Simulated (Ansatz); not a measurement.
# Σ11 (332) boundary in bcc Ta, starting shift (0.5, 0.5): structure and resistance

Aim: the relaxed structure and the specific resistance of the Σ11 (332) boundary in bcc Ta, starting shift (0.5, 0.5).

Main program and level: Ansatz 0.2.0; Ansatz plane-wave DFT, PBE, PAW files; relaxation of a bicrystal slab with its lowest layers held; PAW set soft_1, in the first sound run; inputs show where later runs differ.

Report form: the programs' logs are mostly left out.

## Step 1: Starting point

The cell holds 27 atoms: 27 Ta. Cell: a = 4.671 Å, b = 5.477 Å, c = 30.061 Å, α = 90.0°, β = 90.0°, γ = 90.0°. It derives from Ta. built on the (3 3 2) plane; 2 overlapping atoms removed and the grains opened by 0.05 Å. Vacuum lies along c.

## Step 2: Relaxing the bicrystal

The boundary is built by mirroring the lower grain in the boundary plane and removing any atoms that overlap. A thin bicrystal slab is relaxed first, with the lowest layers held and the upper grain free to shift and open.

Contents of input.yaml:

```yaml
crystal:
  lattice:
    - [4.6705251426, 0.0, 0.0]
    - [0.0, 5.4766761838, 0.0]
    - [0.0, 0.0, 30.0609202606]
  atoms:
    - { symbol: Ta, position: [0.0, 0.2727272727, 0.1663289067] }
    - { symbol: Ta, position: [0.5, 1.0, 0.1897516147] }
    - { symbol: Ta, position: [0.0, 0.7272727272, 0.2131743227] }
    - { symbol: Ta, position: [0.5, 0.4545454545, 0.2365970307] }
    - { symbol: Ta, position: [0.0, 0.1818181818, 0.2600197387] }
    - { symbol: Ta, position: [0.5, 0.9090909091, 0.2834424467] }
    - { symbol: Ta, position: [0.0, 0.6363636363, 0.3068651547] }
    - { symbol: Ta, position: [0.5, 0.3636363636, 0.3302878627] }
[... 15 atom lines left out ...]
    - { symbol: Ta, position: [0.5, 0.7727272727, 0.730137188] }
    - { symbol: Ta, position: [0.0, 0.0454545454, 0.753559896] }
    - { symbol: Ta, position: [0.5, 0.3181818181, 0.776982604] }
    - { symbol: Ta, position: [0.0, 0.5909090909, 0.800405312] }
kpoints:
  mp_grid: { grid: [5, 5, 1] }
hamiltonian:
  xc: pbe
  pseudopotentials: { kind: paw, azcp: { folder: soft_1 } }
scf:
  occupations: { method: fermi_dirac, width: 0.1 }
relax:
  f_tol: 0.03
  max_steps: 80
  constraints: [{ sites: [0, 1, 2, 3, 4] }]
```

Launch:

```sh
> ansatz run input.yaml --threads 4 --pin off --max-ram 15360MiB --backend cpu --events-out ev --progress --plain --runs-dir out
```

Run time: 11 min. Hardware: 4 threads of Arm Neoverse V2, shared host; peak memory 3.3 GiB.

Relaxation path:

```
step  energy less that of the first step (eV)  largest force component (eV/Å)
   1                                   0.0000                          2.1735
   2                                  -0.8231                          0.7403
   3                                  -1.0729                          0.3903
   4                                  -1.2273                          0.2473
   5                                  -1.3066                          0.2086
   6                                  -1.3207                          0.0874
   7                                  -1.3252                          0.0664
   8                                  -1.3291                          0.0732
   9                                  -1.3332                          0.1016
  10                                  -1.3476                          0.2118
  11                                  -1.4137                          0.4693
  12                                  -1.4599                          0.4421
  13                                  -1.4770                          0.4144
  14                                  -1.4899                          0.4698
  15                                  -1.5218                          0.2423
  16                                  -1.5261                          0.4067
  17                                  -1.5550                          0.0687
  18                                  -1.5564                          0.0274
```

Forces are held to the 2 operations that the run works with; a distortion that breaks them can't arise in this run.

The atoms that moved most (Å):

```
atom     dx      dy      dz  length
Ta12  0.000   0.742   0.348   0.820
Ta15  0.000   0.178  -0.698   0.720
Ta27  0.000  -0.032  -0.698   0.699
Ta13  0.000  -0.519  -0.025   0.520
Ta17  0.000   0.021  -0.479   0.480
Ta26  0.000  -0.082  -0.472   0.479
Ta23  0.000   0.011  -0.473   0.474
Ta19  0.000   0.005  -0.446   0.446
```

This step gave:

| Property | Result |
| --- | --- |
| free energy | -268185.9508 eV |
| energy at zero smearing | -268185.3872 eV |
| Fermi energy | 10.49 eV |

The largest force component on a free atom ends at 0.027 eV/Å, under the tolerance of 0.03, after 18 steps.

## Step 3: Transmission across the boundary

Bulk layers of each grain are laid under and over the relaxed boundary, and a lead is named in the middle of each, away from the free faces. The mesh across the current, 14×12, is finer than the density's, because channels open and close sharply across the zone. Energies from -0.1 to 0.1 eV in steps of 0.05 eV are too few for the program's thermal sum, so it prints no conductance; for a metal the transmission near the Fermi level serves, at a fraction of the cost.

This step: Ansatz plane-wave DFT, PBE, PAW files; ballistic transport by layer matching (Landauer), zero bias; boundary relaxed in a short slab, bulk layers laid on; PAW set soft_1 (Ansatz 0.2.0).

System of this step: Σ11 (332) boundary in bcc Ta, starting shift (0.5, 0.5). The cell holds 61 atoms: 61 Ta. Cell: a = 4.671 Å, b = 5.477 Å, c = 50.603 Å, α = 90.0°, β = 90.0°, γ = 90.0°. It derives from Ta. Regions: lower grain, 25 atoms (25 Ta); boundary, 16 atoms (16 Ta); upper grain, 20 atoms (20 Ta). Vacuum lies along c.

Contents of input.yaml:

```yaml
crystal:
  lattice:
    - [4.6705251426, 0.0, 0.0]
    - [0.0, 5.4766761838, 0.0]
    - [0.0, 0.0, 50.6029919231]
  atoms:
    - { symbol: Ta, position: [-16.5, 8.9999999999, 0.0790467095] }
    - { symbol: Ta, position: [-16.0, 8.7272727272, 0.0929610677] }
    - { symbol: Ta, position: [-15.5, 8.4545454545, 0.1068754259] }
    - { symbol: Ta, position: [-15.0, 8.1818181817, 0.1207897842] }
    - { symbol: Ta, position: [-14.5, 7.909090909, 0.1347041424] }
    - { symbol: Ta, position: [-14.0, 7.6363636363, 0.1486185007] }
    - { symbol: Ta, position: [-13.5, 7.3636363636, 0.1625328589] }
    - { symbol: Ta, position: [-13.0, 7.0909090908, 0.1764472172] }
[... 49 atom lines left out ...]
    - { symbol: Ta, position: [-12.0, 7.3200476538, 0.8792102158] }
    - { symbol: Ta, position: [-12.5, 7.5927749265, 0.8931245741] }
    - { symbol: Ta, position: [-13.0, 7.8655021992, 0.9070389323] }
    - { symbol: Ta, position: [-13.5, 8.1382294719, 0.9209532905] }
kpoints:
  mp_grid: { grid: [6, 5, 1] }
hamiltonian:
  xc: pbe
  pseudopotentials: { kind: paw, azcp: { folder: soft_1 } }
scf:
  occupations: { method: fermi_dirac, width: 0.1 }
output:
  transmission:
    leads: [[13, 14], [49, 50]]
    kmesh: [14, 12]
    e_range: [-0.1, 0.1]
    de: 0.05
  write_potential: true
  write_density: true
  volumetric_format: npy
  elf: true
```

It took 20 min on 4 threads; peak memory 11 GiB.

Numbers from this step:

- free energy: -605916.1222 eV
- energy at zero smearing: -605914.8125 eV
- Fermi energy: 15.27 eV
- cell area: 25.58 Å²
- transmission per spin nearest the Fermi level: 2.121
- open channels per spin nearest the Fermi level: 5.732
- open channels per spin, upper lead: 5.732
- step of the lead's potential: 31.1 meV
- step of the upper lead's potential: 30 meV

Per spin. Table of transmission, zone mean by energy, zero at the Fermi level:

| energy (eV) | transmission, zone mean |
| --- | --- |
| -0.1000 | 2.30 |
| -0.0500 | 2.21 |
| 0.0000 | 2.12 |
| 0.0500 | 2.03 |
| 0.1000 | 1.91 |

Per spin. Table of open channels, zone mean by energy, zero at the Fermi level:

```
energy (eV)  lead  upper lead
    -0.1000  6.17        6.17
    -0.0500  5.91        5.91
     0.0000  5.73        5.73
     0.0500  5.47        5.47
     0.1000  5.32        5.29
```

Transmission over k1 and k2. At 0.0000 eV from the Fermi level.

Values, 12 rows by 14 columns:
```
3.23 2.85 2.15 1.59 1.61 0.64 1.02 1.12 1.02 0.64 1.61 1.59 2.15 2.85
2.94 3.00 2.93 2.20 1.62 1.23 1.81 2.25 1.81 1.23 1.62 2.20 2.93 3.00
2.90 3.31 3.17 2.13 1.84 1.88 2.07 2.15 2.07 1.88 1.84 2.13 3.17 3.31
2.08 3.20 2.50 2.67 2.67 2.10 1.71 1.55 1.71 2.10 2.67 2.67 2.50 3.20
2.60 2.79 2.20 3.06 2.51 2.02 1.28 1.02 1.28 2.02 2.51 3.06 2.20 2.79
2.59 2.54 2.64 3.06 2.71 0.83 1.34 1.09 1.34 0.83 2.71 3.06 2.64 2.54
2.60 2.79 2.20 3.06 2.51 2.02 1.28 1.02 1.28 2.02 2.51 3.06 2.20 2.79
2.08 3.20 2.50 2.67 2.67 2.10 1.71 1.55 1.71 2.10 2.67 2.67 2.50 3.20
2.90 3.31 3.17 2.13 1.84 1.88 2.07 2.15 2.07 1.88 1.84 2.13 3.17 3.31
2.94 3.00 2.93 2.20 1.62 1.23 1.81 2.25 1.81 1.23 1.62 2.20 2.93 3.00
3.23 2.85 2.15 1.59 1.61 0.64 1.02 1.12 1.02 0.64 1.61 1.59 2.15 2.85
2.95 2.71 1.50 1.45 1.36 0.66 0.49 0.41 0.49 0.66 1.36 1.45 1.50 2.71
```
Columns: k1 (b1) from -0.5 to 0.429; rows upwards: k2 (b2) from -0.5 to 0.417.

Open channels over k1 and k2. At 0.0000 eV from the Fermi level.

Values, 12 rows by 14 columns:
```
4.00 5.00 4.00 4.00 6.00 5.00 7.00 7.00 7.00 5.00 6.00 4.00 4.00 5.00
6.00 6.00 6.00 5.00 6.00 6.00 6.00 6.00 6.00 6.00 6.00 5.00 6.00 6.00
6.00 7.00 7.00 7.00 7.00 6.00 6.00 6.00 6.00 6.00 7.00 7.00 7.00 7.00
4.00 6.00 6.00 6.00 6.00 6.00 6.00 6.00 6.00 6.00 6.00 6.00 6.00 6.00
4.00 5.00 6.00 7.00 7.00 5.00 6.00 6.00 6.00 5.00 7.00 7.00 6.00 5.00
6.00 5.00 7.00 5.00 7.00 3.00 5.00 5.00 5.00 3.00 7.00 5.00 7.00 5.00
4.00 5.00 6.00 7.00 7.00 5.00 6.00 6.00 6.00 5.00 7.00 7.00 6.00 5.00
4.00 6.00 6.00 6.00 6.00 6.00 6.00 6.00 6.00 6.00 6.00 6.00 6.00 6.00
6.00 7.00 7.00 7.00 7.00 6.00 6.00 6.00 6.00 6.00 7.00 7.00 7.00 7.00
6.00 6.00 6.00 5.00 6.00 6.00 6.00 6.00 6.00 6.00 6.00 5.00 6.00 6.00
4.00 5.00 4.00 4.00 6.00 5.00 7.00 7.00 7.00 5.00 6.00 4.00 4.00 5.00
4.00 4.00 5.00 3.00 4.00 6.00 6.00 6.00 6.00 6.00 4.00 3.00 5.00 4.00
```
Columns: k1 (b1) from -0.5 to 0.429; rows upwards: k2 (b2) from -0.5 to 0.417.

Electrostatic potential energy in the cb plane at fractional x = 0.500, with atoms of Ta within 0.2 Å of it. With pseudopotentials it is smooth inside the atoms' cores, unlike the true potential.

Ten even steps from '0' (-49 eV) to '9' (19 eV), each cell a mean:
```
87678998521368862002688732358998878899999999
74236897300158873113799876689999999999999999
51004787410158986556899998888889999999999999
51003798643479998888899999986568999999999999
63125899877789999998777899863126899999999999
86667999999888889997533589841004899999999999
99888889999875468986200378841014899999999999
99998667899741136885100278864236899999999999
89986313688720015887312479987778999999999999
68984001488741026898756789999998888899999999
37884101489864458999988888999997545789999999
37886323689988788999999876689985112589999999
47998767899999988778998742368973001479999999
78999988888899986446898510037884101589999999
88999998765689873003788510037986434789999999
```
Columns run along c (16.0 Å, from fractional 0.68 to 1.00 of the cell; values clipped at the 3rd and 97th percentile), rows up along b (5.5 Å). Atoms in or near the plane, at fractional coordinates: Ta at (0.70, 0.77), Ta at (0.73, 0.32), Ta at (0.75, 0.87), Ta at (0.78, 0.41), Ta at (0.81, 0.96), Ta at (0.84, 0.50), Ta at (0.87, 0.05), Ta at (0.89, 0.59), Ta at (0.92, 0.14).

Valence density in the cb plane at fractional x = 0.500, with atoms of Ta within 0.2 Å of it. It is the smooth field of the valence electrons, not physical close to the nuclei.

Ten even steps from '0' (0.0 e/Å³) to '9' (4.5 e/Å³), each cell a mean:
```
01110000389620028988200158620000110000000000
15762001698930015995100012110000000000000000
39995101599830001332000000000000000000000000
39895100256410000000000000012220000000000000
26873000011100000000111000026872000000000000
01221000000000000001365200149894000000000000
00000000000013420002899610149994000000000000
00000121000159962002889710014752000000000000
00002686200179883001588410001110000000000000
20014989410159972000122100000000000000000000
51014999410014531000000000000001332000000000
61002575200001100000000012100013897200000000
41000121000000000110000157620015989400000000
10000000000000002552000399951014998300000000
00000000123100016996100398951001453100000000
```
Columns run along c (16.0 Å, from fractional 0.68 to 1.00 of the cell), rows up along b (5.5 Å). Atoms in or near the plane, at fractional coordinates: Ta at (0.70, 0.77), Ta at (0.73, 0.32), Ta at (0.75, 0.87), Ta at (0.78, 0.41), Ta at (0.81, 0.96), Ta at (0.84, 0.50), Ta at (0.87, 0.05), Ta at (0.89, 0.59), Ta at (0.92, 0.14).

ELF in the cb plane at fractional x = 0.500, with atoms of Ta within 0.2 Å of it. It is the smooth field of the valence electrons, not physical close to the nuclei.

Values, 8 rows by 16 columns, each cell a mean:
```
0.42 0.35 0.33 0.56 0.49 0.39 0.50 0.44 0.33 0.55 0.37 0.35 0.26 0.17 0.06 0.00
0.52 0.52 0.28 0.58 0.48 0.31 0.40 0.33 0.35 0.32 0.29 0.27 0.45 0.28 0.07 0.00
0.49 0.50 0.36 0.28 0.29 0.34 0.37 0.36 0.30 0.37 0.60 0.44 0.32 0.25 0.05 0.00
0.29 0.28 0.27 0.39 0.40 0.45 0.29 0.53 0.52 0.31 0.54 0.50 0.29 0.20 0.04 0.00
0.33 0.41 0.60 0.30 0.52 0.49 0.29 0.53 0.52 0.35 0.32 0.35 0.31 0.16 0.04 0.00
0.41 0.48 0.48 0.37 0.40 0.54 0.37 0.27 0.28 0.30 0.39 0.38 0.40 0.12 0.05 0.00
0.43 0.31 0.46 0.34 0.33 0.28 0.28 0.36 0.38 0.54 0.32 0.51 0.54 0.19 0.05 0.01
0.30 0.35 0.33 0.34 0.29 0.38 0.62 0.37 0.49 0.46 0.38 0.48 0.60 0.14 0.05 0.01
```
Columns run along c (16.0 Å, from fractional 0.68 to 1.00 of the cell), rows up along b (5.5 Å). Atoms in or near the plane, at fractional coordinates: Ta at (0.70, 0.77), Ta at (0.73, 0.32), Ta at (0.75, 0.87), Ta at (0.78, 0.41), Ta at (0.81, 0.96), Ta at (0.84, 0.50), Ta at (0.87, 0.05), Ta at (0.89, 0.59), Ta at (0.92, 0.14).

Over the solved energies the transmission per spin lies between 1.91 and 2.30, out of 5.72 channels of the lead on average (up to 6.17). The log calls the step of a lead's potential too much.

## Step 4: Specific resistance

This step: Ansatz plane-wave DFT, PBE, PAW files; ballistic transport by layer matching (Landauer), zero bias; specific resistance of the boundary; PAW set soft_1 (Ansatz 0.2.0).

Numbers from this step:

| Item | Value |
| --- | --- |
| area resistance | 0.9857 fΩ m² |
| T over the leads' mean channel count | 0.3694 |

Averaged over the energies near the Fermi level, 36.9 % of the channels pass, which makes 0.986 fΩ m².

By hand, with T and the leads' channels N averaged over the energies near the Fermi level: RA = A (h/2e²)(1/T − ½[1/N₁ + 1/N₂]) = 25.58×10⁻²⁰ m² × 12 906 Ω × (1/2.112 − ½[1/5.720 + 1/5.715]) = 0.986 fΩ m².

## Step 5: Single-crystal slab for reference

The free faces cost energy too. A single-crystal slab with the same faces and held layers is relaxed, so that they cancel.

This step: Ansatz plane-wave DFT, PBE, PAW files; relaxation of a single-crystal slab with its lowest layers held; PAW set soft_1 (Ansatz 0.2.0).

System of this step: Ta slab, plane (3, 3, 2). The cell holds 28 atoms: 28 Ta. Its edges and angles: a = 4.671 Å, b = 5.477 Å, c = 30.011 Å, α = 90.0°, β = 90.0°, γ = 90.0°. It derives from Ta. Vacuum lies along c.

Contents of input.yaml:

```yaml
crystal:
  lattice:
    - [4.6705251426, 0.0, 0.0]
    - [0.0, 5.4766761838, 0.0]
    - [0.0, 0.0, 30.0109202606]
  atoms:
    - { symbol: Ta, position: [0.5, 0.3636363635, 0.1666060206] }
    - { symbol: Ta, position: [0.0, 0.0909090908, 0.1900677523] }
    - { symbol: Ta, position: [0.5, 0.8181818181, 0.2135294839] }
    - { symbol: Ta, position: [0.0, 0.5454545454, 0.2369912156] }
    - { symbol: Ta, position: [0.5, 0.2727272727, 0.2604529472] }
    - { symbol: Ta, position: [0.0, 0.9999999999, 0.2839146789] }
    - { symbol: Ta, position: [0.5, 0.7272727272, 0.3073764105] }
    - { symbol: Ta, position: [0.0, 0.4545454545, 0.3308381422] }
[... 16 atom lines left out ...]
    - { symbol: Ta, position: [0.5, 0.8181818182, 0.7296875803] }
    - { symbol: Ta, position: [0.0, 0.5454545454, 0.7531493119] }
    - { symbol: Ta, position: [0.5, 0.2727272727, 0.7766110436] }
    - { symbol: Ta, position: [0.0, 0.0, 0.8000727752] }
kpoints:
  mp_grid: { grid: [5, 5, 1] }
hamiltonian:
  xc: pbe
  pseudopotentials: { kind: paw, azcp: { folder: soft_1 } }
scf:
  occupations: { method: fermi_dirac, width: 0.1 }
relax:
  f_tol: 0.03
  max_steps: 80
  constraints: [{ sites: [0, 1, 2, 3, 4] }]
```

Run time: 4.3 min. Hardware: 4 threads; peak memory 3.4 GiB.

Relaxation path:

```csv
step,energy less that of the first step (eV),largest force component (eV/Å)
1,0.0000,1.8583
2,-0.3636,0.7241
3,-0.4087,0.3429
4,-0.4241,0.1231
5,-0.4328,0.0230
6,-0.4328,0.0230
```

The atoms that moved most (Å):

```csv
atom,dx,dy,dz,length
Ta25,0.000,0.036,0.255,0.257
Ta28,0.000,0.022,-0.156,0.157
Ta26,0.000,-0.079,0.098,0.126
Ta21,0.000,-0.002,0.125,0.125
Ta23,0.000,0.015,0.122,0.123
Ta22,0.000,0.002,0.113,0.113
Ta20,0.000,0.011,0.106,0.106
Ta27,0.000,0.084,0.062,0.104
```

The relaxed structure:

```xyz
28
Lattice="4.6705 0.0000 0.0000 0.0000 5.4767 0.0000 0.0000 0.0000 30.0109" Properties=species:S:1:pos:R:3
Ta    2.3353    1.9915    5.0000
Ta    0.0000    0.4979    5.7041
Ta    2.3353    4.4809    6.4082
Ta    0.0000    2.9873    7.1123
Ta    2.3353    1.4936    7.8164
Ta    0.0000    5.4956    8.4924
Ta    2.3353    3.9752    9.2100
Ta    0.0000    2.4841    9.9366
Ta    2.3353    0.9906   10.6470
Ta    0.0000    4.9768   11.3524
Ta    2.3353    3.4906   12.0646
Ta    0.0000    1.9960   12.7788
Ta    2.3353    0.5067   13.5024
Ta    0.0000    4.4858   14.2066
Ta    2.3353    2.9995   14.9202
Ta    0.0000    1.5019   15.6246
Ta    2.3353    5.4846   16.3442
Ta    0.0000    3.9904   17.0617
Ta    2.3353    2.4976   17.7677
Ta    0.0000    1.0069   18.4837
Ta    2.3353    4.9772   19.2071
Ta    0.0000    3.4876   19.8994
Ta    2.3353    2.0066   20.6120
Ta    0.0000    0.4895   21.2623
Ta    2.3353    4.5168   22.1531
Ta    0.0000    2.9087   22.7010
Ta    2.3353    1.5776   23.3683
Ta    0.0000    0.0218   23.8551
```

This step gave:

| Property | Result |
| --- | --- |
| free energy | -278122.0881 eV |
| energy at zero smearing | -278121.4476 eV |
| Fermi energy | 10.98 eV |

The largest force component on a free atom ends at 0.023 eV/Å, under the tolerance of 0.03, after 6 steps.

## Step 6: Bulk reference

The perfect crystal gives the energy per atom, for the atoms by which bicrystal and slab differ.

This step: Ansatz plane-wave DFT, PBE, PAW files; bulk reference; PAW set soft_1 (Ansatz 0.2.0).

System of this step: Ta. It takes space group Im-3m (No. 229, cubic). Conventional cell: a = 3.303 Å, b = 3.303 Å, c = 3.303 Å, α = 90.00°, β = 90.00°, γ = 90.00°. Nearest to Ta lie 8 Ta at 2.86 Å.

input.yaml, the sections that differ from step 5:

```yaml
crystal:
  lattice:
    - [-1.65128, 1.65128, 1.65128]
    - [1.65128, -1.65128, 1.65128]
    - [1.65128, 1.65128, -1.65128]
  atoms:
    - { symbol: Ta, position: [0.0, 0.0, 0.0] }
kpoints:
  mp_grid: { grid: [18, 18, 18] }
# hamiltonian, scf: as in step 5
# relax: removed
```

The job ended after 0.44 s (4 threads; peak memory 0.28 GiB).

Numbers from this step:

| Property | Result |
| --- | --- |
| free energy | -9933.2519 eV |
| energy at zero smearing | -9933.2304 eV |
| Fermi energy | 18.52 eV |

## Step 7: Boundary energy

This step: Ansatz plane-wave DFT, PBE, PAW files; bicrystal less single-crystal slab less bulk atoms, a boundary area; PAW set soft_1 (Ansatz 0.2.0).

Numbers from this step:

```yaml
excess_energy_of_the_cell: 2.830 eV
boundary_energy: 1.773 J/m²
```

The boundary costs 1.8 J/m².

By hand: 2.83 eV / 25.58 Å² × 16.02 = 1.77 J/m².

## Step 8: Outcome

| Property | Result |
| --- | --- |
| specific resistance of the boundary | 0.986 fΩ m² |
| share of channels that pass | 0.369 |
| boundary energy | 1.77 J/m² |

**Reading.** The boundary has a specific resistance of 0.99 fΩ m² and an energy of 1.8 J/m². The boundary reflects 63 % of the channels; 0.99 fΩ m² is 9.9×10⁻¹² Ω·cm². That equals the resistance of 7.3 nm of bulk Ta at 300 K (measured 13.5 µΩ cm, CRC Handbook of Chemistry and Physics, 84th ed., 2003, Electrical Resistivity of Pure Metals). One starting structure was relaxed; another shift or atom count at the boundary may lie lower. Spin-orbit coupling is left out, which matters for Ta. A lead's potential steps by up to 31 meV from period to period, which the log calls too much, so longer leads could move the result.

[Logs are printed without paths, hosts, clocks, repeated set-up lines and the standing remarks that a program may print on its own settings, such as how far it seeks lower states.]

[Hosts, paths, dates, database ids (printed as entryN), source tags and the programs' standing remarks are cut or masked in the printed files.]
